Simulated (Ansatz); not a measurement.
# Lattice dynamics of Tl2S (model cell, started as cuprite)

How does Tl2S (model cell, started as cuprite) vibrate, and is this structure a minimum?

Method: DFT PBEsol, scalar-relativistic, plane waves, PAW, in Ansatz 0.2.0.

Report form: the programs' logs are mostly left out.

The structure was built from a prototype and need not be the compound's stable phase.

### Step 1. Starting point

Symmetry: Pn-3m, No. 224, cubic system. The conventional cell has a = 6.788 Å, b = 6.788 Å, c = 6.788 Å, α = 90.00°, β = 90.00°, γ = 90.00°. S has 4 Tl at 2.94 Å nearest. Tl has 2 S at 2.94 Å nearest. Farther neighbours and most contacts between anions are not listed.

As a file:

```cif
data_structure
_symmetry_space_group_name_H-M 'Pn-3m:1'
_symmetry_Int_Tables_number 224
_cell_length_a 6.7878
_cell_length_b 6.7878
_cell_length_c 6.7878
_cell_angle_alpha 90.000
_cell_angle_beta 90.000
_cell_angle_gamma 90.000
_cell_volume 312.74
loop_
_atom_site_label
_atom_site_type_symbol
_atom_site_symmetry_multiplicity
_atom_site_Wyckoff_symbol
_atom_site_fract_x
_atom_site_fract_y
_atom_site_fract_z
_atom_site_occupancy
S1 S 2 a 0.00000 0.00000 0.00000 1
Tl1 Tl 4 b 0.25000 0.25000 0.25000 1
```

### Step 2. Bringing the structure to rest, smearing width 0.01 eV

The cell and atoms are relaxed, since residual forces and stress would shift the frequencies.

Contents of input.yaml:

```yaml
crystal:
  lattice:
    - [6.78779, 0.0, 0.0]
    - [0.0, 6.78779, 0.0]
    - [0.0, 0.0, 6.78779]
  atoms:
    - { symbol: S, position: [0.0, 0.0, 0.0] }
    - { symbol: S, position: [0.5, 0.5, 0.5] }
    - { symbol: Tl, position: [0.25, 0.25, 0.25] }
    - { symbol: Tl, position: [0.75, 0.75, 0.25] }
    - { symbol: Tl, position: [0.75, 0.25, 0.75] }
    - { symbol: Tl, position: [0.25, 0.75, 0.75] }
kpoints:
  mp_grid: { grid: [6, 6, 6] }
hamiltonian:
  xc: pbesol
scf:
  occupations: { method: gaussian, width: 0.01 }
output:
  forces: true
  stress: true
  eigenvalues: true
relax:
  adjacent_minimum: "off"
  f_tol: 0.005
  max_steps: 80
  cell: { stress_tol: 0.05 }
```

The run is started by

```sh
> ansatz run input.yaml --threads 8 --pin off --max-ram 14336MiB --backend cpu --events-out ev --progress --plain --runs-dir out
```

Elapsed: 13 s, on 8 threads of Arm Neoverse N1, shared host; peak memory 1 GiB.

Relaxation path:

| step | energy less that of the first step (eV) | largest force component (eV/Å) | pressure (GPa) | volume (Å³) |
| --- | --- | --- | --- | --- |
| 1 | 0.0000 | 0.0000 | -0.73 | 312.74 |
| 2 | -0.0364 | 0.0000 | -0.37 | 302.50 |
| 3 | -0.0493 | 0.0000 | 0.01 | 292.34 |
| 4* | -0.0474 | 0.0000 | 0.01 | 292.34 |

Relaxation steps marked * repeat the geometry before them on a plane-wave basis chosen anew for their cell, so energy and pressure can jump there.

Forces are held to the 48 operations that the run works with; a distortion that breaks them can't arise in this run.

| conventional cell, symmetrised | before | after | change |
| --- | --- | --- | --- |
| a (Å) | 6.788 | 6.637 | -2.2 % |
| b (Å) | 6.788 | 6.637 | -2.2 % |
| c (Å) | 6.788 | 6.637 | -2.2 % |
| volume (Å³/atom) | 52.12 | 48.72 | -6.5 % |

The relaxed structure:

```xyz
6
Lattice="6.6368 0.0000 0.0000 0.0000 6.6368 0.0000 0.0000 0.0000 6.6368" Properties=species:S:1:pos:R:3 pbc="T T T"
S     0.0000    0.0000    0.0000
S     3.3184    3.3184    3.3184
Tl    1.6592    1.6592    1.6592
Tl    4.9776    4.9776    1.6592
Tl    4.9776    1.6592    4.9776
Tl    1.6592    4.9776    4.9776
```

Numbers from this step:

```
pressure          : 0.007609 GPa
volume per atom   : 48.72 Å³
gap on the k-mesh : 0 eV
```

In this step the volume went from 52.12 to 48.72 Å³/atom.

### Step 3. Bringing the structure to rest, smearing width 0.1 eV

The relaxation is repeated from its end, on the mesh and smearing that suit the cell and gap now reached.

input.yaml, the sections that differ from step 2:

```yaml
crystal:
  lattice:
    - [6.6368285313, 0.0, 0.0]
    - [0.0, 6.6368285313, 0.0]
    - [0.0, 0.0, 6.6368285313]
  atoms:
    - { symbol: S, position: [0.0, 0.0, 0.0] }
    - { symbol: S, position: [0.5, 0.5, 0.5] }
    - { symbol: Tl, position: [0.25, 0.25, 0.25] }
    - { symbol: Tl, position: [0.75, 0.75, 0.25] }
    - { symbol: Tl, position: [0.75, 0.25, 0.75] }
    - { symbol: Tl, position: [0.25, 0.75, 0.75] }
scf:
  occupations: { method: gaussian, width: 0.1 }
output:
  forces: true
  stress: true
  eigenvalues: true
  write_density: true
  write_potential: true
  elf: true
  volumetric_format: npy
# kpoints, hamiltonian, relax: as in step 2
```

It took 6.9 s on 8 threads; peak memory 0.95 GiB.

Little changed from the start: no atom moved by 0.005 Å and no cell edge by 0.1 %.

Numbers from this step:

```yaml
pressure: -0.01103 GPa
```

In this step the volume went from 48.72 to 48.72 Å³/atom.

### Step 4. Tight relaxation

Phonons need a cell at rest on their own settings, so the relaxation is repeated with tight tolerances on forces and stress on the k mesh and occupations of the first response run.

input.yaml, the sections that differ from step 3:

```yaml
scf:
  occupations: { method: methfessel_paxton, width: 0.2 }
output:
  forces: true
  stress: true
  eigenvalues: true
relax:
  adjacent_minimum: "off"
  f_tol: 0.001
  max_steps: 60
  cell: { stress_tol: 0.01 }
# crystal, kpoints, hamiltonian: as in step 3
```

Elapsed: 6.6 s, on 8 threads; peak memory 0.96 GiB; 48 s of CPU time.

Little changed from the start: no atom moved by 0.005 Å and no cell edge by 0.1 %.

Numbers from this step:

```yaml
pressure: -0.004885 GPa
```

The forces vanish by symmetry and the pressure is -0.005 GPa, within the tolerances set. The cell now holds 48.72 Å³/atom.

### Step 5. Zone-centre response

The zone centre comes first: it holds the modes that light can see, as far as symmetry allows. No field response is asked, since the mesh shows no gap.

input.yaml: that of step 4 with these lines changed.

```diff
@@ -19,9 +19,4 @@
 output:
-  forces: true
-  stress: true
   eigenvalues: true
-relax:
-  adjacent_minimum: "off"
-  f_tol: 0.001
-  max_steps: 60
-  cell: { stress_tol: 0.01 }
+phonons:
+  method: dfpt
```

It took 57 s on 8 threads; peak memory 2.8 GiB; 7.2 min of CPU time.

This step gave:

| Property | Result |
| --- | --- |
| sum-rule residual before enforcement | 7.12e-5 eV/Å² |
| point group | m-3m |
| highest optical mode at the zone centre (no LO-TO term) | 82.66 cm⁻¹ |
| lowest optical zone-centre mode | -147.2 cm⁻¹ |

Patterns of degenerate modes are one choice out of their space. The modes at Γ (shares of kinetic energy by element, %) (negative means imaginary):

| mode | frequency (cm⁻¹) | symmetry | S % | Tl % |
| --- | --- | --- | --- | --- |
| 1 | -147.2 | T1u | 93 | 7 |
| 2 | -147.2 | T1u | 93 | 7 |
| 3 | -147.2 | T1u | 93 | 7 |
| 4 | -44.4 | T2u | 0 | 100 |
| 5 | -44.4 | T2u | 0 | 100 |
| 6 | -44.4 | T2u | 0 | 100 |
| 7 | -28.7 | Eu | 0 | 100 |
| 8 | -28.7 | Eu | 0 | 100 |
| 9 | 0.0 | acoustic | 7 | 93 |
| 10 | 0.0 | acoustic | 7 | 93 |
| 11 | 0.0 | acoustic | 7 | 93 |
| 12 | 14.4 | T1u | 0 | 100 |
| 13 | 14.4 | T1u | 0 | 100 |
| 14 | 14.4 | T1u | 0 | 100 |
| 15 | 82.3 | T2g | 100 | 0 |
| 16 | 82.3 | T2g | 100 | 0 |
| 17 | 82.3 | T2g | 100 | 0 |
| 18 | 82.7 | A2u | 0 | 100 |

Displacements in mode 3 (-147.2 cm⁻¹), the largest set to 1:
```
S1   0.00  1.00  0.57
S2   0.00  1.00  0.57
Tl3  0.01 -0.08 -0.04
Tl4  0.00 -0.08 -0.05
Tl5  0.00 -0.08 -0.05
Tl6 -0.01 -0.08 -0.04
```

Displacements in mode 12 (14.4 cm⁻¹), the largest set to 1:
```
S1  -0.01 -0.01  0.08
S2  -0.01 -0.01  0.08
Tl3 -0.73 -0.70  0.27
Tl4  0.97  1.00 -0.28
Tl5 -0.97  0.70  0.02
Tl6  0.73 -1.00 -0.03
```

Before it was imposed, the acoustic sum rule was missed by 7.1e-5 eV/Å². Small misses are needed for a sound result but don't prove that mesh and cutoff are converged. The lowest optical mode is imaginary, 147.2i cm⁻¹, so the energy falls along it.

### Step 6. Phonons on a q mesh

Stability and thermal properties need the whole zone. Linear response on a 2×2×2 q mesh gives force constants as far as a supercell of that size would.

input.yaml: that of step 5 with these lines changed.

```diff
@@ -22 +22,8 @@
   method: dfpt
+  qmesh: [2, 2, 2]
+  temperatures: { t_max: 1000, t_step: 50 }
+  qpath:
+    path:
+      - [[0.0, 0.0, 0.0], [0.0, 0.5, 0.0], [0.5, 0.5, 0.0], [0.0, 0.0, 0.0], [0.5, 0.5, 0.5], [0.0, 0.5, 0.0]]
+      - [[0.5, 0.5, 0.5], [0.5, 0.5, 0.0]]
+    npoints: 10
```

The job ended after 4.4 min (8 threads; peak memory 3.3 GiB).

Numbers from this step:

```
sum-rule residual before enforcement                    : 2.31e-5 eV/Å²
lowest frequency on the path                            : -147.2 cm⁻¹
highest frequency on the path or at a solved wavevector : 134.1 cm⁻¹
lowest mode on the q mesh (acoustic modes at Γ apart)   : -147.2 cm⁻¹
```

Frequencies (cm⁻¹) solved at each irreducible wavevector; negative means imaginary. Frequencies by wavevector, by row:

| q in reciprocal lattice units | star | mode 1 | mode 2 | mode 3 | mode 4 | mode 16 | mode 17 | mode 18 |
| --- | --- | --- | --- | --- | --- | --- | --- | --- |
| 0 0 0 | 1 | -147.2 | -147.2 | -147.2 | -44.4 | 82.3 | 82.3 | 82.7 |
| 0 0 -0.5 | 3 | -75.3 | -75.3 | -43.5 | -43.5 | 97.2 | 127 | 127 |
| 0 -0.5 -0.5 | 3 | -86.4 | -86.4 | -42.4 | -42.4 | 76.3 | 133.1 | 133.1 |
| -0.5 -0.5 -0.5 | 1 | -129.5 | -129.5 | -129.5 | -40.9 | 117.2 | 117.2 | 117.2 |

Interpolated from a 2×2×2 q mesh. The phonon branches at the labelled points (cm⁻¹):

| point | branch 1 | branch 2 | branch 3 | branch 4 | branch 15 | branch 16 | branch 17 | branch 18 |
| --- | --- | --- | --- | --- | --- | --- | --- | --- |
| Γ | -147 | -147 | -147 | -44 | 82 | 82 | 82 | 83 |
| halfway | -118 | -118 | -100 | -44 | 69 | 108 | 108 | 109 |
| X | -75 | -75 | -44 | -44 | 97 | 97 | 127 | 127 |
| halfway | -77 | -77 | -48 | -48 | 86 | 86 | 131 | 131 |
| M | -86 | -86 | -42 | -42 | 76 | 76 | 133 | 133 |
| halfway | -104 | -99 | -68 | -44 | 67 | 100 | 118 | 127 |
| Γ | -147 | -147 | -147 | -44 | 82 | 82 | 82 | 83 |
| halfway | -102 | -102 | -55 | -42 | 74 | 99 | 126 | 126 |
| R | -130 | -130 | -130 | -41 | 88 | 117 | 117 | 117 |
| halfway | -100 | -94 | -77 | -40 | 74 | 110 | 126 | 130 |
| X | -75 | -75 | -44 | -44 | 97 | 97 | 127 | 127 |
| jump to R | -130 | -130 | -130 | -41 | 88 | 117 | 117 | 117 |
| halfway | -111 | -111 | -101 | -40 | 80 | 111 | 126 | 126 |
| M | -86 | -86 | -42 | -42 | 76 | 76 | 133 | 133 |

Tetrahedra on a 10×10×10 mesh, mean over bins of 5 cm-1. Interpolated from a 2×2×2 q mesh. The phonon density of states by wavenumber; read off at these points:

| wavenumber (cm⁻¹) | phonon density of states (1/cm⁻¹/cell) |
| --- | --- |
| -148 | 5.0e-5 |
| -138 | 0.00432 |
| -132 | 0.00564 |
| -122 | 0.0165 |
| -118 | 0.0223 |
| -108 | 0.0377 |
| -102 | 0.0550 |
| -92 | 0.0631 |
| -88 | 0.0678 |
| -78 | 0.0303 |
| -72 | 0.0133 |
| -62 | 0.0189 |
| -58 | 0.0286 |
| -48 | 0.0534 |
| -42 | 0.353 |
| -32 | 0.194 |
| -28 | 0.241 |
| -18 | 0.100 |
| -12 | 0.0373 |
| -2 | 0.0101 |
| 2 | 0.00948 |
| 12 | 0.187 |
| 18 | 0.202 |
| 28 | 0.0309 |
| 32 | 0.0321 |
| 42 | 0.0421 |
| 48 | 0.0517 |
| 58 | 0.0427 |
| 62 | 0.0470 |
| 68 | 0.0764 |
| 72 | 0.0744 |
| 78 | 0.0312 |
| 88 | 0.0115 |
| 92 | 0.0190 |
| 102 | 0.07 |
| 108 | 0.0381 |
| 118 | 0.0331 |
| 122 | 0.0733 |
| 128 | 0.169 |
| 132 | 0.0905 |

The partial phonon density of states has structure finer than the step of the table below, so its rows give means over 10 cm⁻¹, whole bins alone (the curve runs from -157 to 148 cm⁻¹). Peaks (cm⁻¹: height): S -97.7: 0.0598, 99.7: 0.0647, 128.4: 0.151; Tl -40.2: 0.319, 15.3: 0.211, 69.0: 0.0714.

Phonopy on the run's constants, 9x9x9 mesh, Gaussian sigma 2.2 cm-1. Interpolated from a 2×2×2 q mesh. Table of partial phonon density of states by wavenumber; means over each step; values in 1/cm⁻¹/cell:

| wavenumber (cm⁻¹) | S | Tl |
| --- | --- | --- |
| -150 | 3.9e-4 | 3.2e-5 |
| -140 | 0.00398 | 3.5e-4 |
| -130 | 0.00717 | 7.3e-4 |
| -120 | 0.0211 | 0.00254 |
| -110 | 0.0254 | 0.00347 |
| -100 | 0.0520 | 0.00849 |
| -90 | 0.0499 | 0.00852 |
| -80 | 0.0367 | 0.00780 |
| -70 | 0.00864 | 0.00480 |
| -60 | 0.00941 | 0.0145 |
| -50 | 0.00776 | 0.0640 |
| -40 | 0.00861 | 0.265 |
| -30 | 0.00942 | 0.208 |
| -20 | 0.0115 | 0.131 |
| -10 | 0.00360 | 0.0327 |
| 0 | 4.8e-4 | 0.00506 |
| 10 | 0.00381 | 0.103 |
| 20 | 0.00834 | 0.117 |
| 30 | 0.00464 | 0.0180 |
| 40 | 0.00948 | 0.0323 |
| 50 | 0.00734 | 0.0363 |
| 60 | 0.00972 | 0.0386 |
| 70 | 0.0143 | 0.0528 |
| 80 | 0.0135 | 0.0213 |
| 90 | 0.00991 | 0.00452 |
| 100 | 0.0491 | 0.0130 |
| 110 | 0.0347 | 0.00379 |
| 120 | 0.0591 | 0.00144 |
| 130 | 0.114 | 0.00233 |
| 140 | 0.00564 | 1.1e-4 |

Symmetry leaves 4 wavevectors to solve. The lowest mode among them, the acoustic zeros apart, lies at Γ and is imaginary, 147.2i cm⁻¹, so the energy falls along it.

### Step 7. Results

- space group after relaxation (within 0.01 Å): Pn-3m
- volume per atom: 48.7 Å³
- electronic character: no gap on this mesh
- highest optical mode at the zone centre (no LO-TO term): 82.7 cm⁻¹
- lowest optical zone-centre mode: -147 cm⁻¹
- lowest mode on the q mesh (acoustic modes at Γ apart): -147 cm⁻¹
- highest frequency on the path or at a solved wavevector: 134 cm⁻¹
- imaginary modes on the 2×2×2 q mesh: yes

What this shows: Modes are clearly imaginary (beyond 10i cm⁻¹) at 4 of the 4 irreducible wavevectors, most at Γ (147.2i cm⁻¹), so this structure is not a minimum of the energy. The optical modes at Γ span -147 to 83 cm⁻¹ (negative means imaginary). The highest mode in this list at Γ, 82.7 cm⁻¹, is mostly motion of Tl (100 % of the kinetic energy). With no gap, or one that is small against the smearing, the frequencies hang on the k mesh and the smearing, most of all near Kohn anomalies. Spin-orbit coupling is left out, which can matter for the heavy elements here. The starting cell was built on a prototype and not taken from a measurement, so the phase need not exist. These are harmonic frequencies at zero temperature: anharmonic shifts, linewidths and thermal expansion are left out.

[Logs are printed without paths, hosts, clocks, repeated set-up lines and the standing remarks that a program may print on its own settings, such as how far it seeks lower states.]

[Hosts, paths, dates, database ids (printed as entryN), source tags and the programs' standing remarks are cut or masked in the printed files.]
